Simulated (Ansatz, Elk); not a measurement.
# Bonding as seen by X-rays: Nb2BN

The structure of Nb2BN used here is made up (a known structure type with other elements) and was relaxed beforehand with r2SCAN. The aim is the Fourier transform of its all-electron density, F(hkl), set beside the sum over free spherical atoms that refinements use.

Program: Elk 11.2.3 (patched build). Level of theory: DFT, PBE, all-electron APW+lo, Dirac cores, scalar-relativistic bands, static density, no spin. Results are calculated unless marked as measured.

The structure was built from a prototype and need not be the compound's stable phase.

## (1) The structure

It takes space group R-3m (No. 166, trigonal). Conventional cell: a = 3.182 Å, b = 3.182 Å, c = 15.747 Å, α = 90.00°, β = 90.00°, γ = 120.00°. Nb has 3 B at 2.24 Å and 3 N at 2.28 Å nearest. N has 6 Nb at 2.28 Å nearest. Nearest to B lie 6 Nb at 2.24 Å. Farther neighbours and most contacts between anions are not listed.

## (2) Ground state and structure factors

An all-electron density is needed, since X-rays see the cores too. Task 0 finds the density and task 195 Fourier-transforms it; tshift is off so that phases refer to the origin typed.

Contents of elk.in:

```
tasks
  0
  195

xctype
  20

spinpol
  .false.

rgkmax
  7.0

gmaxvr
  14.0

lmaxo
  7

lmaxapw
  8

swidth
  0.002

tshift
  .false.

hmaxvr
  5.5

maxscl
  120

epspot
  1e-06

sppath
  './'

avec
  3.00671412254 1.73592720802 9.91908344303
  -3.00671412254 1.73592720802 9.91908344303
  0.00000000000 -3.47185441605 9.91908344303

atoms
  3
  'Nb.in'
  2
  0.2523448579 0.2523448579 0.2523448579   0.000000 0.000000 0.000000
  0.7476551421 0.7476551421 0.7476551421   0.000000 0.000000 0.000000
  'N.in'
  1
  0.5000000000 0.5000000000 0.5000000000   0.000000 0.000000 0.000000
  'B.in'
  1
  0.0000000000 0.0000000000 0.0000000000   0.000000 0.000000 0.000000

ngridk
  8 8 8
```

Started as:

```
OMP_NUM_THREADS=4 elk
```

Numbers of over 12 decimals in the logs are rounded to 6 here.

The log of the run:

```text
┌─────────────────────────┐
│ Elk code version 11.2.3 │
└─────────────────────────┘

All units are atomic (Hartree, Bohr, etc.)

┌─────────────────────────────────────────────────┐
│ Ground-state run starting from atomic densities │
└─────────────────────────────────────────────────┘

Lattice vectors :
   3.006714123       1.735927208       9.919083443
  -3.006714123       1.735927208       9.919083443
   0.000000000      -3.471854416       9.919083443

Reciprocal lattice vectors :
   1.044859114      0.6032496906      0.2111480475
  -1.044859114      0.6032496906      0.2111480475
  0.2591670108E-16  -1.206499381      0.2111480475

Unit cell volume      :    310.6321780
Brillouin zone volume :   0.7985335424

Muffin-tin inner radius fraction :   0.1000000000E-01

Nuclei treated as point charges

Species : 1 (Nb)
 parameters loaded from : Nb.in
 name : niobium
 nuclear charge    :   -41.00000000
 electronic charge :    41.00000000
 atomic mass :    169357.9704
 muffin-tin radius :    2.461817093
 number of radial points in muffin-tin :   1193
 inner part over the whole radius :   0.9957025370E-02
 number on inner part of muffin-tin    :    847
 approximate nuclear radius :   0.8268951942E-04
 number of mesh points to nuclear radius :    420
 atomic positions (lattice), magnetic fields (Cartesian) :
  1 :   0.25234486  0.25234486  0.25234486    0.00000000  0.00000000  0.00000000
  2 :  -0.25234486 -0.25234486 -0.25234486    0.00000000  0.00000000  0.00000000

Species : 2 (N)
 parameters loaded from : N.in
 name : nitrogen
 nuclear charge    :   -7.000000000
 electronic charge :    7.000000000
 atomic mass :    25532.65216
 muffin-tin radius :    1.795614270
 number of radial points in muffin-tin :    593
 inner part over the whole radius :   0.9926906227E-02
 number on inner part of muffin-tin    :    407
 approximate nuclear radius :   0.4939692610E-04
 number of mesh points to nuclear radius :    170
 atomic positions (lattice), magnetic fields (Cartesian) :
  1 :   0.50000000  0.50000000  0.50000000    0.00000000  0.00000000  0.00000000

Species : 3 (B)
 parameters loaded from : B.in
 name : boron
 nuclear charge    :   -5.000000000
 electronic charge :    5.000000000
 atomic mass :    19707.24742
 muffin-tin radius :    1.708497694
 number of radial points in muffin-tin :    593
 inner part over the whole radius :   0.9879298864E-02
 number on inner part of muffin-tin    :    404
 approximate nuclear radius :   0.4534157419E-04
 number of mesh points to nuclear radius :    162
 atomic positions (lattice), magnetic fields (Cartesian) :
  1 :   0.00000000  0.00000000  0.00000000    0.00000000  0.00000000  0.00000000

Total number of atoms per unit cell :    4
Total muffin-tin volume :    170.1336499
 ratio of muffin-tin to unit cell volume :   0.5477013072

Spin treatment :
 spin-unpolarised

Number of Bravais lattice symmetries :   12
Number of crystal symmetries         :   12
Crystal has inversion symmetry
Real symmetric eigensolver will be used

k-point grid :      8     8     8
k-point offset :    0.000000000       0.000000000       0.000000000
k-point set is reduced with full crystal symmetry group
Total number of k-points :       65

Muffin-tin radius times maximum |G+k| :    7.000000000
 using average radius
Maximum |G+k| for APW functions       :    3.322359205
Maximum (1/2)|G+k|²                   :    5.519035343
Maximum |G| for potential and density :    14.00000000
Constant for pseudocharge density :    9
 order of it for each species :   16  16  16
 order of it for pair densities of each species (exact exchange by exxq0 0: 17) :   13   5   5
Radial integration step length :    1

G-vector grid sizes :     48    48    48
Number of G-vectors :    14433

Maximum angular momentum used for
 APW functions            :    8
 outer part of muffin-tin :    7
 inner part of muffin-tin :    2

Total nuclear charge    :   -94.00000000
Total core charge       :    60.00000000
Total valence charge    :    34.00000000
[...]
correlation                 :     -4.667111
 electron entropic           :    -0.47900705738265E-03
 total energy                :     -7721.5400608483

Density of states at Fermi energy :    37.68063433
 (states/Hartree/unit cell)

Estimated indirect band gap :   0.9105626011E-03
 from k-point 29 to k-point 29
Estimated direct band gap   :   0.9105626011E-03
 at k-point 29

Charges :
 core                        :    60.00000000
 valence                     :    34.00000000
 interstitial                :    5.693938463
 muffin-tins (core leakage)
  species : 1 (Nb)
   atom 1                    :    38.12968255     (  0.2563632400E-05)
   atom 2                    :    38.12968255     (  0.2563632400E-05)
  species : 2 (N)
[...]
species : 3 (B)
[...]
total in muffin-tins        :    88.30606154
 total calculated charge     :    93.99646996
 total charge                :    94.00000000
 error                       :   0.3530036774E-02

RMS change in Kohn-Sham potential (target) :    2.074780501     (  0.1000000000E-05)
Absolute change in total energy (target)   :   0.1873823911     (  0.1000000000E-03)

[... loops 3 to 17 left out ...]

┌──────────────────┐
│ Loop number : 18 │
└──────────────────┘

Energies :
 Fermi                       :     0.463102
 sum of occupied eigenvalues :     -4564.7377366962
 electron kinetic            :      7987.8031107604
 core electron kinetic       :      7810.7951573712
 Coulomb                     :     -15459.287069735
 Coulomb potential           :     -12227.967491419
 nuclear-nuclear             :     -985.82803325316
 electron-nuclear            :     -16743.681248158
 Hartree                     :      2270.2222116757
 Madelung                    :     -9345.3033240261
 xc potential                :     -324.57335603796
 exchange                    :     -244.48250177169
 correlation                 :     -4.699768
 electron entropic           :    -0.43925280356247E-03
 total energy                :     -7720.6666684805

Density of states at Fermi energy :    32.24812245
 (states/Hartree/unit cell)

Estimated indirect band gap :   0.1084670594E-02
 from k-point 47 to k-point 36
Estimated direct band gap   :   0.9007280967E-02
 at k-point 2

Charges :
 core                        :    60.00000000
 valence                     :    34.00000000
 interstitial                :    5.647397848
 muffin-tins (core leakage)
  species : 1 (Nb)
[...]
species : 2 (N)
[...]
species : 3 (B)
[...]
total in muffin-tins        :    88.35260215
 total calculated charge     :    93.99718556
 total charge                :    94.00000000
 error                       :   0.2814443601E-02

RMS change in Kohn-Sham potential (target) :   0.4314366434E-06 (  0.1000000000E-05)
Absolute change in total energy (target)   :   0.9842762665E-05 (  0.1000000000E-03)

Convergence targets achieved

┌──────────────────┐
│ Loop number : 19 │
└──────────────────┘

Energies :
 Fermi                       :     0.463102
 sum of occupied eigenvalues :     -4564.7377384007
 electron kinetic            :      7987.8031060212
 core electron kinetic       :      7810.7951524333
 Coulomb                     :     -15459.287067929
 Coulomb potential           :     -12227.967488244
 nuclear-nuclear             :     -985.82803325316
 electron-nuclear            :     -16743.681247791
 Hartree                     :      2270.2222131154
 Madelung                    :     -9345.3033238071
 xc potential                :     -324.57335617799
 exchange                    :     -244.48250168992
 correlation                 :     -4.699768
 electron entropic           :    -0.43925289336102E-03
 total energy                :     -7720.6666713350

Density of states at Fermi energy :    32.24813157
 (states/Hartree/unit cell)

Estimated indirect band gap :   0.1084658366E-02
 from k-point 47 to k-point 36
Estimated direct band gap   :   0.9007289055E-02
 at k-point 2

Charges :
 core                        :    60.00000000
 valence                     :    34.00000000
 interstitial                :    5.647397873
 muffin-tins (core leakage)
  species : 1 (Nb)
[...]
atom 2                    :    38.94013186     (  0.2338417463E-05)
  species : 2 (N)
   atom 1                    :    6.530142138     ( -0.7015431214E-07)
  species : 3 (B)
   atom 1                    :    3.942196273     (  0.1343149324E-03)
 total in muffin-tins        :    88.35260213
 total calculated charge     :    93.99718556
 total charge                :    94.00000000
 error                       :   0.2814443455E-02

┌──────────────────────────────┐
│ Self-consistent loop stopped │
└──────────────────────────────┘

Warning : core states of species 3 leak from the muffin-tin :   0.1343149324E-03

Wrote STATE.OUT
```

Wall time 26 s (4 threads of Arm Neoverse V2, shared host); peak memory 0.18 GiB.

SFACRHO.OUT:

```text

h k l indices transformed by vhmat matrix:
   1.000000000       0.000000000       0.000000000    
   0.000000000       1.000000000       0.000000000    
   0.000000000       0.000000000       1.000000000    

      h      k      l  multipl.   |H|            Re(F)            Im(F)           |F|

      0      0      0      1   0.0000000       94.000000      0.76647182E-16   94.000000    
      1      1      1      2  0.63344414       1.4570673     -0.58448230E-14   1.4570673    
      0      0     -1      6   1.2248364      -2.8574023      0.27418356E-14   2.8574023    
     -2     -2     -2      2   1.2668883      -56.786412     -0.10400496E-13   56.786412    
      0     -1     -1      6   1.2782702      -56.868673     -0.26144979E-14   56.868673    
      2      1      1      6   1.4727446       69.067697      0.48882572E-14   69.067697    
     -1     -2     -2      6   1.6031931      -6.0726709      0.44560017E-14   6.0726709    
      3      3      3      2   1.9003324      -8.7287605     -0.82116575E-14   8.7287605    
     -2     -2     -3      6   1.9079392       4.2936841      0.85853262E-14   4.2936841    
     -3     -3     -2      6   2.0758094       59.163919     -0.78844812E-14   59.163919    
      0      1     -1      6   2.0897182       59.324646     -0.83152924E-15   59.324646    
      0     -1     -2     12   2.1836148       1.2343300      0.40301044E-14   1.2343300    
     -1      1      1      6   2.4222193      -1.5811745     -0.19449760E-14   1.5811745    
      4      3      3      6   2.4318698      -45.800659      0.15261908E-13   45.800659    
      1      2      3     12   2.4437529      -46.047192      0.73453544E-14   46.047192    
      0      2      0      6   2.4496728      -46.142355      0.15989905E-14   46.142355    
      4      4      4      2   2.5337766       53.006975      0.14268800E-13   53.006975    
     -2     -2      0      6   2.5565404       53.443442     -0.32814326E-14   53.443442
```

Elk indexes on the primitive cell of elk.in and gives |H| = 4π sin θ/λ in inverse bohr. Below, one row stands for each form hkl of the conventional cell (m members, Friedel mates merged), F is for one primitive cell and the density is static (no thermal factor). Free-atom factors are Waasmaier and Kirfel's, and R is Σm||F|−|F'||/Σm|F|.

```tsv
hkl	m	sin θ/λ (Å⁻¹)	abs F, DFT	neutral atoms	diff.
003	2	0.095	1.457	1.227	+0.230
101	6	0.184	2.857	2.916	-0.059
006	2	0.191	56.786	57.779	-0.992
012	6	0.192	56.869	57.881	-1.012
104	6	0.222	69.068	69.112	-0.044
015	6	0.241	6.073	6.078	-0.005
009	2	0.286	8.729	8.818	-0.089
107	6	0.287	4.294	4.499	-0.205
018	6	0.312	59.164	59.078	+0.086
110	6	0.314	59.325	59.257	+0.067
113	12	0.328	1.234	1.276	-0.041
021	6	0.364	1.581	1.624	-0.043
1 0 10	6	0.366	45.801	45.456	+0.344
116	12	0.367	46.047	45.699	+0.348
```

## (3) What came out

```json
{
 "R against neutral atoms, sin θ/λ < 0.3 Å⁻¹": "1.09 %",
 "R against neutral atoms, 0.3 to 0.82 Å⁻¹": "0.33 %"
}
```

What this shows: Independent neutral atoms miss the calculated amplitudes by R = 1.09 % below 0.3 Å⁻¹ and 0.33 % from there to 0.82 Å⁻¹; by shells, 15.76 % below 0.15 Å⁻¹ (1 form), 1.05 % 0.15 to 0.3 (7 forms), 0.49 % 0.3 to 0.45 (14 forms), 0.30 % above 0.45 (84 forms). Bonding, aspherical density and the tables' own atoms all enter these figures, and the runs don't part them. The largest change of an amplitude is -1.01 electrons, at 012. Weak lines can change much in proportion: 003 goes from 1.23 to 1.46. The basis has no finished test. The k-mesh has no finished test. These runs have no spin, though d or f shells may be open. Part of the difference isn't bonding: the tables are fits to free atoms and ions calculated by other methods than this functional. Thermal motion, anomalous dispersion and extinction are left out.

[Logs are printed without paths, hosts, clocks, repeated set-up lines and the standing remarks that a program may print on its own settings, such as how far it seeks lower states.]

[Hosts, paths, dates, database ids (printed as entryN), source tags and the programs' standing remarks are cut or masked in the printed files.]
